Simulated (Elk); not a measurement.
# Nickel: parallel, opposed and spinless runs

A self-consistent run ends on one state, which hangs on the start. Several orders of Nickel are started in Elk and their energies compared.

Main program and level: Elk 11.2.3 (patched build); PBE; all-electron APW+lo, Dirac cores, scalar-relativistic bands.

Most raw output is cut from this account.

### 1. Starting point

It takes space group Fm-3m (No. 225, cubic). The conventional cell has a = 3.524 Å, b = 3.524 Å, c = 3.524 Å, α = 90.00°, β = 90.00°, γ = 90.00°. Nearest to Ni lie 12 Ni at 2.49 Å.

### 2. Order 1, typed as ferro +

The parallel start comes first: it fits the smallest cell, keeps the most symmetry and shows whether parallel moments form.

The last three numbers of an atom's line are a seed field in its sphere. It points against the wanted moment and shrinks by the factor reducebf each loop.

elk.in

```
tasks
  0

xctype
  20

rgkmax
  7.0

nempty
  12

swidth
  0.003

reducebf
  0.5

epsengy
  1e-05

maxscl
  100

lmaxi
  2

spinpol
  .true.

sppath
  './'

avec
  0.00000000000 3.32957459939 3.32957459939
  3.32957459939 0.00000000000 3.32957459939
  3.32957459939 3.32957459939 0.00000000000

atoms
  1
  'Ni.in'
  1
  0.0000000000 0.0000000000 0.0000000000   0.000000 0.000000 -0.050000

ngridk
  12 12 12
```

On the command line:

```
> OMP_NUM_THREADS=2 elk
```

Run time: 58 s. Hardware: 2 threads of Arm Neoverse N1, shared host; peak memory 0.07 GiB.

Numbers from this step:

```
density of states at the Fermi level : 1.706 states/eV/cell
moment between the spheres           : -0.02563 μB
magnetization                        : 0.6610 μB
final state                          : ferromagnetic
largest moment                       : 0.6867 μB
```

After 17 cycles the largest moment stands at 0.687 μB.

### 3. Run 2 (antiferro q=(0,1/2,1/2) +-)

An opposed order shows whether the pairs that it reverses prefer unlike signs.

The cell is doubled to 2 atoms to hold this order. Its mesh is chosen so that both cells sample the same points.

elk.in

```
tasks
  0

xctype
  20

rgkmax
  7.0

nempty
  12

swidth
  0.003

reducebf
  0.5

epsengy
  1e-05

maxscl
  100

lmaxi
  2

spinpol
  .true.

sppath
  './'

avec
  0.00000000000 3.32957459939 3.32957459939
  6.65914919879 0.00000000000 6.65914919879
  6.65914919879 3.32957459939 3.32957459939

atoms
  1
  'Ni.in'
  2
  0.0000000000 0.0000000000 0.0000000000   0.000000 0.000000 -0.050000
  0.0000000000 0.5000000000 0.0000000000   0.000000 0.000000 0.050000

ngridk
  12 6 12
```

On the command line:

```
> OMP_NUM_THREADS=2 elk
```

Wall time 12 min (2 threads); peak memory 0.14 GiB.

The moments died away, and this build then starts once more from a stronger push, within the same count of loops. That gave no lower state.

Read from the output:

```yaml
final_state: non-magnetic
```

It lies 36.0 meV a seeded atom over the first start.

### 4. Start 3: antiferro q=(0,0,1/2) +-

This order needs a doubled cell of 2 atoms. Its mesh is chosen so that both cells sample the same points.

elk.in

```
tasks
  0

xctype
  20

rgkmax
  7.0

nempty
  12

swidth
  0.003

reducebf
  0.5

epsengy
  1e-05

maxscl
  100

lmaxi
  2

spinpol
  .true.

sppath
  './'

avec
  0.00000000000 3.32957459939 3.32957459939
  3.32957459939 0.00000000000 3.32957459939
  6.65914919879 6.65914919879 0.00000000000

atoms
  1
  'Ni.in'
  2
  0.0000000000 0.0000000000 0.0000000000   0.000000 0.000000 -0.050000
  0.0000000000 0.0000000000 0.5000000000   0.000000 0.000000 0.050000

ngridk
  12 12 6
```

On the command line:

```
> OMP_NUM_THREADS=2 elk
```

It took 18 min on 2 threads; peak memory 0.14 GiB; 35 min of CPU time.

The moments died away, and this build then starts once more from a stronger push, within the same count of loops. That gave no lower state.

The spin moment in the muffin-tin sphere vanishes on all atoms.

Read from the output:

* final state: non-magnetic

It lies 36.2 meV a seeded atom over the first start.

### 5. Start 4: no spin polarisation

A run without seeds gives the energy of the state without moments.

elk.in

```
tasks
  0

xctype
  20

rgkmax
  7.0

nempty
  12

swidth
  0.003

epsengy
  1e-05

maxscl
  100

lmaxi
  2

sppath
  './'

avec
  0.00000000000 3.32957459939 3.32957459939
  3.32957459939 0.00000000000 3.32957459939
  3.32957459939 3.32957459939 0.00000000000

atoms
  1
  'Ni.in'
  1
  0.0000000000 0.0000000000 0.0000000000   0.000000 0.000000 0.000000

ngridk
  12 12 12
```

On the command line:

```
> OMP_NUM_THREADS=2 elk
```

Elapsed: 8.1 s, on 2 threads; peak memory 0.05 GiB.

Numbers from this step:

- density of states at the Fermi level: 2.948 states/eV/cell
- final state: non-magnetic (no spin polarisation)

It lies 36.9 meV a seeded atom over the first start.

### 6. A faulty input

A slip in the input shows what the program catches and what it lets pass.

elk.in: that of step 2 with these lines changed.

```diff
@@ -22,3 +22,3 @@
 maxscl
-  100
+  50
 
@@ -45,2 +45,2 @@
 ngridk
-  12 12 12
+  1 1 1
```

On the command line:

```
> OMP_NUM_THREADS=2 elk
```

It took 3.3 s on 2 threads; peak memory 0.06 GiB.

The run converged, but its input is faulty, so its numbers are not to be trusted.

The fault in the input: one k-point for a small cell.

The largest moment is 1.99 μB against 0.687 μB in the first run, and the free energy lies -10.4 eV from it.

A single point can't sample the zone of a small cell; the mesh must follow the cell's size.

### 7. Ranking

These are free energies at a smearing of 0.0816 eV, so its entropy term is in the differences. They are divided by the number of seeded atoms, so that cells of unlike size compare. Wavevectors q in the names are fractions of the reciprocal vectors of the first run's cell.

Orders:

```csv
start,final state,typed order kept,energy over the lowest (meV a seeded atom),largest sphere moment (μB),net moment (μB a primitive cell),DOS at the Fermi level (states/eV a primitive cell),mesh matched,CPU time (s)
ferro +,ferromagnetic,yes,0,0.6867,0.661,1.706,yes,101.4
"antiferro q=(0,1/2,1/2) +-",non-magnetic,no,36.02,2.78e-4,0,2.948,yes,1405
"antiferro q=(0,0,1/2) +-",non-magnetic,no,36.16,0,0,2.948,yes,2081
no spin polarisation,non-magnetic,-,36.94,0,0,2.948,yes,14.45
```

### 8. Results

- lowest state found: ferromagnetic (typed ferro +)
- largest site moment: 0.687 μB
- next state: non-magnetic, 36.0 meV a seeded atom higher
- energy gained by spin polarisation: 36.9 meV a seeded atom

What this shows: The lowest state found is ferromagnetic, reached from the start ferro +, with moments up to 0.687 μB. 2 starts left the typed pattern (a sign turned or a seeded moment died), so such an energy belongs to the state reached, not the one typed. Only 4 starts are shown; other collinear patterns, canted and longer-period orders are not.

[Logs and program files are shortened in this print: banners, set-up blocks, solver, clock and traceback lines can be left out without a mark of their own.]

[Logs are printed without paths, hosts, clocks, repeated set-up lines and the standing remarks that a program may print on its own settings, such as how far it seeks lower states.]

[Hosts, paths, dates, database ids (printed as entryN), source tags and the programs' standing remarks are cut or masked in the printed files.]

[Where a cell is said to come from a database of computed structures, the database is the Materials Project.]
